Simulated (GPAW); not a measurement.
# C K-edge XANES of rock-salt (TiC)₁₋ₓ(ZrC)ₓ at x = 0.25, part 2 of 3

Aim: the C K edge in rock-salt (TiC)₁₋ₓ(ZrC)ₓ at x = 0.25, one member of a composition series.

GPAW 26.7.0; X-ray absorption from dipole matrix elements to empty bands, plane-wave PAW LDA.

So far. Step 3 (The field without a hole): The mesh shows no gap, so the system is treated as a metal and the core electron is put at the Fermi level (neutral cell).

### 5. Spectrum with XCH, C atom 2

The holes are 6.3 Å apart. In GPAW the data set carries the hole's charge, so charge=0 means a charged cell and charge=-1 a neutral one. The excited electron is kept in the cell, where it fills the lowest empty states and screens the hole. After the field has converged, empty bands are computed with the density fixed and the dipole matrix elements are summed.

The absorber has 2 Ti at 2.16 Å, 2 Ti at 2.21 Å and 2 Zr at 2.26 Å (distorted octahedral).

File xas.py:

```python
import numpy as np
from ase import Atoms
from ase.parallel import parprint, paropen
from gpaw import GPAW, PW, FermiDirac, Mixer, MixerDif, setup_paths
from gpaw.test import gen
setup_paths.insert(0, '.')
gen('C', name='fch1s', xcname='LDA', corehole=(1, 0, 1), write_xml=True)
from gpaw.mpi import world
world.barrier()

atoms = Atoms('ZrCTiCTiCTiCTiCZrCTiCTiC',
    cell=[[0, 4.421, 4.421],
     [4.421, 0, 4.421],
     [4.421, 4.421, 0]],
    scaled_positions=[[0.9988738, 0.0002773, 0.9994413],
     [0.7488038, 0.2609989, 0.249387],
     [0.9988248, 0.0004165, 0.4994218],
     [0.7436755, 0.2555843, 0.7440637],
     [0.9987688, 0.5003192, 0.9992958],
     [0.7487698, 0.7396245, 0.2492611],
     [0.9990887, 0.5004331, 0.4992008],
     [0.7540659, 0.7450806, 0.7546172],
     [0.498977, 0.0003283, 0.9992141],
     [0.2435121, 0.2555695, 0.2441477],
     [0.4987727, 0.0003985, 0.4993967],
     [0.24877, 0.2611741, 0.7494091],
     [0.4988016, 0.5003029, 0.9994932],
     [0.2541473, 0.7451289, 0.2546828],
     [0.4990143, 0.5003356, 0.4994438],
     [0.2489707, 0.7395424, 0.7495317]],
    pbc=True)
atoms.calc = calc = GPAW(legacy_gpaw=True, mode=PW(500, force_complex_dtype=True), xc='LDA', setups={1: 'fch1s'},
    kpts={'size': (4, 4, 4), 'gamma': True}, occupations=FermiDirac(0.1),
    charge=-1, mixer=Mixer(0.1, 5, 50), maxiter=150,
    convergence={'density': 0.0001, 'eigenstates': 1e-6}, txt='scf.txt')
energy = atoms.get_potential_energy() + calc.get_reference_energy()
ef = calc.get_fermi_level()
out = dict(energy=energy, fermi=ef, forces=atoms.get_forces().tolist())
parprint(f'all-electron energy {energy:.4f} eV, Fermi level {ef:.4f} eV')
ev = np.array([[calc.get_eigenvalues(k, s) for k in range(len(calc.get_ibz_k_points()))] for s in range(calc.get_number_of_spins())])
out['homo'], out['lumo'], out['counts'] = ev[ev < ef].max(), ev[ev > ef].min(), sorted(set((ev < ef).sum((0, 2)).tolist()))
out['filled'] = (ev[:, 0] < ef).sum(1).tolist()

from ase.units import Ha
from gpaw.xas import dipole_matrix_elements
nb = int(calc.get_number_of_electrons() / 2) + 130
top, nb = nb, nb + 8 + nb // 12
nscf = calc.fixed_density(kpts={'size': (6, 6, 6), 'gamma': True}, nbands=nb,
    convergence={'bands': top, 'eigenstates': 5e-3}, maxiter=60, txt='nscf.txt')
cell = atoms.cell.array
ops = [cell.T @ U.T @ np.linalg.inv(cell.T) for U in nscf.wfs.kd.symmetry.op_scc]
E = np.arange(-6, 30, 0.1)
fwhm = np.interp(E, [4, 25], [0.9, 3.5])
Y, X, zero, highest = 0, 0, 1e9, 1e9
for spin in range(nscf.get_number_of_spins()):
    wfs = nscf.wfs
    mine = wfs.bd.get_slice()  # this rank's bands
    A = dipole_matrix_elements(wfs.setups[1])
    eps = np.zeros((wfs.kd.nibzkpts, nb))
    d = np.zeros((3, A.shape[1], wfs.kd.nibzkpts, nb), complex)
    for kpt in wfs.kpt_u:
        if kpt.s == spin and 1 in kpt.P_ani:
            eps[kpt.k, mine] = kpt.eps_n * Ha
            d[:, :, kpt.k, mine] = (kpt.weight * wfs.nspins / 2) ** 0.5 * np.inner(A, kpt.P_ani[1])
    world.sum(eps)
    world.sum(d)
    T = np.einsum('amkn,bmkn->abkn', d, d.conj()).real
    T = sum(np.einsum('ai,ijkn,bj->abkn', R, T, R) for R in ops) / len(ops)
    empty = eps > ef
    zero, highest = min(zero, eps[empty].min()), min(highest, eps[:, top - 1].min())
    lines = [(eps, T, empty)] if spin == 0 else lines + [(eps, T, empty)]
for eps, T, empty in lines:
    f = np.einsum('aakn->akn', T).reshape(3, -1)
    x = eps.ravel() - zero
    w = np.interp(x, E, fwhm) / 2.35482
    g = np.exp(-0.5 * ((E[:, None] - x) / w) ** 2) / (w * (2 * np.pi) ** 0.5)
    Y = Y + (f * empty.ravel()) @ g.T
    X = X + (f * ~empty.ravel()) @ g.T
out.update(E=E.round(2).tolist(), xas=Y.tolist(), xes=X.tolist(), zero=zero, valid=highest - zero, nk=len(eps), nb=nb)
for i in range(0, len(E), 10):
    parprint(f'{E[i]:7.2f}', *(f'{v:10.3e}' for v in Y[:, i]))
import json
with paropen('out.json', 'w') as f:
    json.dump(out, f)
```

Command:

```bash
> OMP_NUM_THREADS=1 mpirun -n 4 gpaw python xas.py
```

Numbers of over 12 decimals in the logs are rounded to 6 here.

The log of the run:

```text
Input parameters:
  charge: -1
  convergence: {density: 0.0001,
                eigenstates: 1e-06}
  kpts: {gamma: True,
         size: (4, 4, 4)}
  maxiter: 150
  mixer: {backend: pulay,
          beta: 0.1,
          method: separate,
          nmaxold: 5,
          weight: 50}
  mode: {ecut: 500.0,
         force_complex_dtype: True,
         name: pw}
  occupations: {fixmagmom: False,
                name: fermi-dirac,
                width: 0.1}
  setups: {1: fch1s}

Initialize ...

[... PAW data sets ...]

Reference energy: -342465.749050  # eV

Spin-paired calculation

[... convergence settings ...]
Symmetries present (total): 1
  [... symmetry matrices ...]

64 k-points: 4 x 4 x 4 Monkhorst-Pack grid + [1/8,1/8,1/8]
36 k-points in the irreducible part of the Brillouin zone
       k-points in crystal coordinates                weights
   0:     0.00000000    0.00000000    0.00000000          1/64
   1:     0.00000000    0.00000000    0.25000000          2/64
   2:     0.00000000    0.00000000    0.50000000          1/64
   3:     0.00000000    0.25000000   -0.25000000          2/64
   4:     0.00000000    0.25000000    0.00000000          2/64
   5:     0.00000000    0.25000000    0.25000000          2/64
   6:     0.00000000    0.25000000    0.50000000          2/64
   7:     0.00000000    0.50000000    0.00000000          1/64
   8:     0.00000000    0.50000000    0.25000000          2/64
   9:     0.00000000    0.50000000    0.50000000          1/64
          ...
  35:     0.50000000    0.50000000    0.50000000          1/64

Wave functions: Plane wave expansion
  Cutoff energy: 500.000 eV
  Number of coefficients (min, max): 4360, 4398
  Pulay-stress correction: 0.000000 eV/Ang^3 (de/decut=0.000000)
  Using FFTW library
  Wavefunction extrapolation:
    Improved wavefunction reuse through dual PAW basis

Occupation numbers: Fermi-Dirac:
  width: 0.1000  # eV

Eigensolver
   Davidson(niter=2)

Densities:
  Coarse grid: 35*35*35 grid
  Fine grid: 70*70*70 grid
  Total Charge: 0.000000

Density mixing:
  Method: separate
  Backend: pulay
  Linear mixing parameter: 0.1
  old densities: 5
  Width of damping distribution: 1.1
  Damping of long wavelength oscillations: 50

[... Hamiltonian set-up ...]
Number of atoms: 16
Number of atomic orbitals: 136
Number of bands in calculation: 82
Number of valence electrons: 129
Bands to converge: occupied

... initialized

Initializing position-dependent things.

Density initialized from atomic densities
Creating initial wave functions:
  82 bands from LCAO basis set

                       Ti
                Ti   C
                 Zr
              C
          Ti    C    Ti
         C    Ti    C
                Ti
             C
         Zr   C
       C

Atomic positions and initial magnetic moments

Positions:
   0 Zr     4.419756    8.834551    4.417247    ( 0.0000,  0.0000,  0.0000)
   1 C      2.256416    4.413002    4.464338    ( 0.0000,  0.0000,  0.0000)
   2 Ti     2.209785    6.623748    4.417646    ( 0.0000,  0.0000,  0.0000)
   3 C      4.419444    6.577295    4.417728    ( 0.0000,  0.0000,  0.0000)
   4 Ti     6.629798    8.833444    6.627468    ( 0.0000,  0.0000,  0.0000)
   5 C      4.371863    4.412295    6.580191    ( 0.0000,  0.0000,  0.0000)
   6 Ti     4.419381    6.623938    6.629386    ( 0.0000,  0.0000,  0.0000)
[...]
13 C      4.420168    2.249538    4.417800    ( 0.0000,  0.0000,  0.0000)
  14 Ti     4.420025    4.414183    4.418126    ( 0.0000,  0.0000,  0.0000)
  15 C      6.583197    4.414379    4.370216    ( 0.0000,  0.0000,  0.0000)

Unit cell:
           periodic     x           y           z      points  spacing
  1. axis:    yes    0.000000    4.421000    4.421000    35     0.1459
  2. axis:    yes    4.421000    0.000000    4.421000    35     0.1459
  3. axis:    yes    4.421000    4.421000    0.000000    35     0.1459

  Lengths:   6.252238   6.252238   6.252238
  Angles:   60.000000  60.000000  60.000000

Effective grid spacing dv^(1/3) = 0.1591

iter:   1  -199.822007
iter:   2  -183.648860   -0.32  -0.89
iter:   3  -172.320778   +0.46  -1.03
iter:   4  -172.734078   -0.56  -1.52
iter:   5  -172.938452   -1.51  -1.49
iter:   6  -172.877853   -0.97  -1.50
iter:   7  -172.958951   -1.80  -1.81
iter:   8  -172.736836   -0.84  -1.85
iter:   9  -172.663530   -1.74  -2.12
iter:  10  -172.611761   -2.85  -2.25
iter:  11  -172.637503c  -1.66  -2.42
iter:  12  -172.585807c  -3.02  -2.36
iter:  13  -172.588878c  -2.74  -2.95
iter:  14  -172.585538c  -4.04  -2.88
iter:  15  -172.585097c  -3.37  -3.08
iter:  16  -172.584345c  -4.56  -3.24
iter:  17  -172.584312c  -5.53  -3.57
iter:  18  -172.584434c  -4.71  -3.68
iter:  19  -172.584311c  -4.80  -3.64
iter:  20  -172.584328c  -5.46  -4.03c
iter:  21  -172.584312c  -6.77c -4.20c

Converged after 21 iterations.

Dipole moment: (0.094891, 0.872335, 0.360906) |e|*Ang

Energy contributions relative to reference atoms: (reference = -342465.749050)

Kinetic:       +127.109612
Potential:     -143.772743
External:        +0.000000
XC:            -156.655849
Entropy (-ST):   -0.113140
Local:           +0.791238
SIC:             +0.000000
--------------------------
Free energy:   -172.640882
Extrapolated:  -172.584312

Showing only first 2 kpts
 Kpt  Band  Eigenvalues  Occupancy
  0    62     10.10638    1.64180
  0    63     10.31181    0.74018
  0    64     10.71091    0.02148
  0    65     10.71220    0.02121

  1    62      9.67347    1.99427
  1    63      9.67835    1.99398
  1    64     10.06666    1.74421
[...]
Fermi level: 10.25863

No gap
No difference between direct/indirect transitions

Forces in eV/Ang:
  0 Zr    0.10386   -0.00641   -0.00174
  1 C    -0.10566    0.00343   -0.10266
  2 Ti    0.00344    0.16417    0.00983
  3 C     0.00349   -0.00786   -0.01038
  4 Ti    0.01934    0.00953   -0.00562
  5 C    -0.00461    0.00953   -0.00499
  6 Ti    0.00701   -0.00264   -0.01898
[...]
13 C    -0.00354    0.00580   -0.01284
 14 Ti   -0.01468   -0.01059    0.00610
 15 C    -0.00590   -0.01166   -0.00412
Scalar-relativistic atomic LDA calculation for C (Carbon, Z=6)
Core hole in 1s state (1s occupation: 1.0)
300 radial gridpoints.
|------------------------------------------------|
|------------------------------------------------|
[... the atom generator's iteration count ...]

Energy contributions:
-------------------------
Kinetic:      +26.191319
XC:            -3.250568
Potential:    -49.301465
-------------------------
Total:        -26.360713

state      eigenvalue         ekin         rmax
-----------------------------------------------
1s^1.0 :   -12.242791    17.075241        0.169
2s^2.0 :    -1.088966     2.357774        1.067
2p^2.0 :    -0.788324     2.200265        0.916
-----------------------------------------------
(units: Bohr and Hartree)

Generating PAW setup
Kinetic energy of the core from tauc = 17.083225
Cutoffs:
rc(s)=1.200
rc(p)=1.200
rc(d)=1.200
rc(vbar)=1.080
rc(comp)=1.200
rc(nct)=1.200

Kinetic energy of the core states: 17.075241
Charge: 1.0
Core electrons: 1.0
Valence electrons: 4.0
Pseudo-core charge: 0.009839
Shape function alpha=6.944
Pseudo-electron charge 3.948111
state    eigenvalue         norm
--------------------------------
2s(2) :    -1.088966     1.079442
*s    :    -0.088966
2p(2) :    -0.788324     0.889693
*p    :     0.211676
*d    :     0.000000
--------------------------------

Diagonalizing with gridspacing h=0.050

state   all-electron     PAW
-------------------------------
2s:      -1.088966    -1.089850
2p:      -0.788324    -0.789871
*d:                   -0.068511
*f:                   -0.014334
-------------------------------
all-electron energy -342638.3334 eV, Fermi level 10.2586 eV
[...]
27.00  1.947e-04  1.932e-04  1.946e-04
  28.00  2.230e-04  2.267e-04  2.229e-04
  29.00  2.331e-04  2.391e-04  2.329e-04
```

It took 12 min on 4 MPI ranks of Arm Neoverse V2, shared host; peak memory 1.2 GiB.

The C K spectrum, C atom 2, excited-electron core hole (neutral cell) (energy from the lowest empty level; intensity scaled to a mean of 1 over the first 20 eV):

```tsv
E (eV)	isotropic	ε ∥ x	ε ∥ y
-2.0	0.00	0.00	0.00
-1.0	0.00	0.00	0.00
0.0	0.37	0.38	0.35
1.0	0.82	0.90	0.66
2.0	1.25	1.48	0.81
3.0	1.77	1.58	2.16
4.0	1.92	1.34	3.09
5.0	1.17	1.10	1.29
6.0	0.86	0.64	1.31
7.0	0.42	0.39	0.48
8.0	0.82	1.17	0.10
9.0	1.02	1.36	0.32
10.0	0.94	1.00	0.82
11.0	0.92	0.86	1.04
12.0	1.29	1.22	1.44
13.0	1.70	1.60	1.92
14.0	1.47	1.41	1.59
15.0	1.02	1.08	0.91
16.0	0.67	0.75	0.53
17.0	0.50	0.50	0.50
18.0	0.49	0.45	0.56
19.0	0.46	0.44	0.51
20.0	0.40	0.40	0.40
21.0	0.34	0.34	0.33
22.0	0.29	0.29	0.30
23.0	0.27	0.26	0.28
24.0	0.29	0.29	0.30
25.0	0.40	0.40	0.40
26.0	0.59	0.60	0.59
27.0	0.79	0.79	0.79
28.0	0.92	0.91	0.93
29.0	0.96	0.95	0.98
```

Main maxima below 24 eV (height): 3.0 eV (1.77), 4.1 eV (1.92), 9.0 eV (1.02) and 13.1 eV (1.71). A K edge sees empty p states; the first features are C p mixed into the empty d states of the Ti and Zr neighbours, and the broad ones above probably into the cations' higher empty bands.

The total-energy difference is 284.80 eV. One term is added: -6.67 eV, since the hole is spin-paired here and a spin-polarised one costs that much less in the free atom (computed apart). The photon energy is then 278.13 eV. The functional leaves an error in such absolute values: in the free atom LDA prices this hole 2.9 eV below PBE (computed apart), and PBE is itself good to a few eV.

### 6. Cell without a hole, the energy reference

The absorbing element, whose data set is made anew, changes for the next run, so it gets a reference energy of its own.

File scf.py:

```python
import numpy as np
from ase import Atoms
from ase.parallel import parprint, paropen
from gpaw import GPAW, PW, FermiDirac, Mixer, MixerDif, setup_paths
from gpaw.test import gen
setup_paths.insert(0, '.')
gen('Ti', name='nch1s', xcname='LDA', corehole=(1, 0, 0), write_xml=True)
from gpaw.mpi import world
world.barrier()

atoms = Atoms('ZrCTiCTiCTiCTiCZrCTiCTiC',
    cell=[[0, 4.421, 4.421],
     [4.421, 0, 4.421],
     [4.421, 4.421, 0]],
    scaled_positions=[[0.9988738, 0.0002773, 0.9994413],
     [0.7488038, 0.2609989, 0.249387],
     [0.9988248, 0.0004165, 0.4994218],
     [0.7436755, 0.2555843, 0.7440637],
     [0.9987688, 0.5003192, 0.9992958],
     [0.7487698, 0.7396245, 0.2492611],
     [0.9990887, 0.5004331, 0.4992008],
     [0.7540659, 0.7450806, 0.7546172],
     [0.498977, 0.0003283, 0.9992141],
     [0.2435121, 0.2555695, 0.2441477],
     [0.4987727, 0.0003985, 0.4993967],
     [0.24877, 0.2611741, 0.7494091],
     [0.4988016, 0.5003029, 0.9994932],
     [0.2541473, 0.7451289, 0.2546828],
     [0.4990143, 0.5003356, 0.4994438],
     [0.2489707, 0.7395424, 0.7495317]],
    pbc=True)
atoms.calc = calc = GPAW(legacy_gpaw=True, mode=PW(500, force_complex_dtype=True), xc='LDA', setups={2: 'nch1s'},
    kpts={'size': (4, 4, 4), 'gamma': True}, occupations=FermiDirac(0.1),
    charge=0, mixer=Mixer(0.1, 5, 50), maxiter=150,
    convergence={'density': 0.0001, 'eigenstates': 1e-6}, txt='scf.txt')
energy = atoms.get_potential_energy() + calc.get_reference_energy()
ef = calc.get_fermi_level()
out = dict(energy=energy, fermi=ef, forces=atoms.get_forces().tolist())
parprint(f'all-electron energy {energy:.4f} eV, Fermi level {ef:.4f} eV')
ev = np.array([[calc.get_eigenvalues(k, s) for k in range(len(calc.get_ibz_k_points()))] for s in range(calc.get_number_of_spins())])
out['homo'], out['lumo'], out['counts'] = ev[ev < ef].max(), ev[ev > ef].min(), sorted(set((ev < ef).sum((0, 2)).tolist()))
out['filled'] = (ev[:, 0] < ef).sum(1).tolist()
import json
with paropen('out.json', 'w') as f:
    json.dump(out, f)
```

Command:

```bash
> OMP_NUM_THREADS=1 mpirun -n 4 gpaw python scf.py
```

The log of the run:

```text
Input parameters:
  convergence: {density: 0.0001,
                eigenstates: 1e-06}
  kpts: {gamma: True,
         size: (4, 4, 4)}
  maxiter: 150
  mixer: {backend: pulay,
          beta: 0.1,
          method: separate,
          nmaxold: 5,
          weight: 50}
  mode: {ecut: 500.0,
         force_complex_dtype: True,
         name: pw}
  occupations: {fixmagmom: False,
                name: fermi-dirac,
[...]
4s(2) :    -0.168799     0.990650
3p(6) :    -1.425558     0.436626
4p(0) :    -0.056429     0.981035
3d(2) :    -0.164024     0.588737
*d    :     0.835976
--------------------------------

Diagonalizing with gridspacing h=0.050

state   all-electron     PAW
-------------------------------
3s:      -2.287902    -2.288205
3p:      -1.425558    -1.426242
3d:      -0.164024    -0.164519
*f:                    0.065395
-------------------------------
all-electron energy -342923.1326 eV, Fermi level 10.0035 eV
[key lines of the parts left out:]
Converged after 21 iterations.
Dipole moment: (0.132096, 0.870113, 0.367912) |e|*Ang
Free energy:   -155.934860
Fermi level: 10.00351
```

Wall time 2.7 min (4 MPI ranks); peak memory 0.43 GiB; 11 min of CPU time.

Reference energy: -342923.133 eV with the cores included.

(Part 2 of 3 ends here.)

[Banner, clock and machine lines of the logs are left out without a mark of their own.]

[Logs are printed without paths, hosts, clocks, repeated set-up lines and the standing remarks that a program may print on its own settings, such as how far it seeks lower states.]

[Hosts, paths, dates, database ids (printed as entryN), source tags and the programs' standing remarks are cut or masked in the printed files.]

[Lists of maxima count a maximum above −3 eV only where it reaches 4 % of the highest in the window and stands out from its surroundings by 2 % of it (1.5 % where it reaches 55 %); shoulders and weaker maxima are passed over, and of the rest the first, up to two pre-edge ones and the few strongest are named.]
